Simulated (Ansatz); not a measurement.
## Atom list for Generalised stacking fault on (111) (shuffle set) of a GaAs-GaSb solid solution (48 atoms)

The starting structure: Zinc-blende GaAs lattice (a = 5.8453 Å, the value set for the mixture), cell with z along [111], 2 x 1 x 2 periods; the third cell vector is tilted by 0.917 of 1/2[1-10] and lengthened by 0 Å, so the cell holds one fault (shuffle set); displaced by a Gaussian of 0.01 Å; 10 of 24 As sites given to Sb at random (lattice constant by Vegard's rule between GaAs and GaSb).

Geometry: step 2 of a relaxation. Computed with Ansatz 0.2.0: Kohn-Sham DFT, PBE, PAW (set soft_2), plane waves; cutoff 420 eV, k-mesh 2×2×1, fermi-dirac smearing of 0.025 eV.

Cell vectors (Å):

```
8.267 0.000 0.000
0.000 7.159 0.000
3.789 0.000 20.249
```

Positions in Å, forces in eV/Å:

```tsv
atom	x	y	z	fx	fy	fz
Ga1	6.274	3.649	19.109	-0.151	-0.165	0.059
Sb2	6.188	3.582	1.331	0.105	-0.108	-0.002
Ga3	6.110	6.032	2.228	0.148	-0.078	0.004
As4	6.183	5.969	4.662	0.041	-0.007	0.029
Ga5	10.189	3.612	18.975	0.108	-0.138	0.218
As6	2.161	3.585	1.320	0.020	0.097	-0.011
Ga7	2.211	5.878	2.201	0.050	-0.024	0.108
As8	2.125	5.969	4.662	-0.032	-0.008	-0.039
Ga9	4.114	0.012	19.018	-0.100	0.125	0.019
As10	4.143	7.142	1.324	-0.023	0.048	-0.052
Ga11	4.046	2.292	2.197	0.140	0.071	0.002
As12	4.111	2.388	4.655	0.053	-0.077	-0.033
Ga13	4.142	4.752	5.479	-0.044	0.061	0.034
As14	4.080	4.785	7.973	-0.004	-0.029	0.101
Ga15	6.207	1.208	5.309	-0.018	-0.026	0.103
Sb16	6.156	1.182	7.939	0.028	-0.040	0.048
Ga17	6.085	3.645	8.789	0.141	0.035	-0.022
Sb18	6.149	3.577	11.400	0.083	-0.115	-0.070
Ga19	6.102	6.051	12.171	0.132	0.064	-0.064
Sb20	6.187	5.978	14.765	-0.010	0.017	0.024
Ga21	8.224	7.022	19.118	0.084	-0.005	-0.068
Sb22	8.346	7.157	1.368	-0.023	-0.030	-0.093
Ga23	8.404	2.463	2.221	0.002	0.023	-0.142
As24	8.325	2.390	4.660	-0.060	0.059	-0.018
Ga25	8.288	4.789	5.318	0.076	-0.013	0.079
Sb26	8.322	4.756	7.946	-0.084	-0.007	0.103
Ga27	2.085	1.179	5.482	0.107	-0.007	0.038
As28	2.116	1.202	7.972	0.062	0.070	0.037
Ga29	2.181	3.499	8.901	-0.096	-0.026	-0.140
As30	10.385	3.576	11.388	-0.042	0.027	-0.005
Ga31	10.443	5.878	12.274	-0.105	-0.085	-0.081
As32	10.312	5.942	14.733	-0.003	0.005	-0.012
Ga33	4.022	7.084	8.884	0.092	-0.008	-0.146
As34	4.074	7.153	11.364	-0.035	0.045	0.036
Ga35	4.017	2.297	12.262	0.135	0.001	-0.117
As36	4.071	2.367	14.708	-0.004	-0.053	-0.015
Ga37	4.009	4.694	15.502	0.109	0.127	0.075
Sb38	4.105	4.752	18.119	-0.034	-0.102	-0.029
Ga39	6.192	1.343	15.508	-0.033	-0.112	0.067
Sb40	6.232	1.231	18.140	-0.120	0.141	0.013
Ga41	8.386	0.067	8.787	-0.098	0.068	-0.011
Sb42	8.342	0.037	11.399	-0.112	-0.054	-0.021
Ga43	8.384	2.486	12.311	-0.132	0.096	-0.158
As44	8.296	2.433	14.760	-0.001	0.035	-0.041
Ga45	8.355	4.731	15.657	-0.142	0.111	-0.112
As46	8.239	4.775	18.141	-0.166	0.182	0.064
Ga47	10.306	1.163	15.447	0.009	-0.157	0.188
Sb48	10.252	1.171	18.080	-0.052	-0.034	0.053
```

The r.m.s. force component is 0.0822 eV/Å; the longest force, 0.280 eV/Å, acts on Ga5. The energy lies 40.9 meV/atom below that of the first step of this run.

[Logs are printed without paths, hosts, clocks, repeated set-up lines and the standing remarks that a program may print on its own settings, such as how far it seeks lower states.]

[Hosts, paths, dates, database ids (printed as entryN), source tags and the programs' standing remarks are cut or masked in the printed files.]
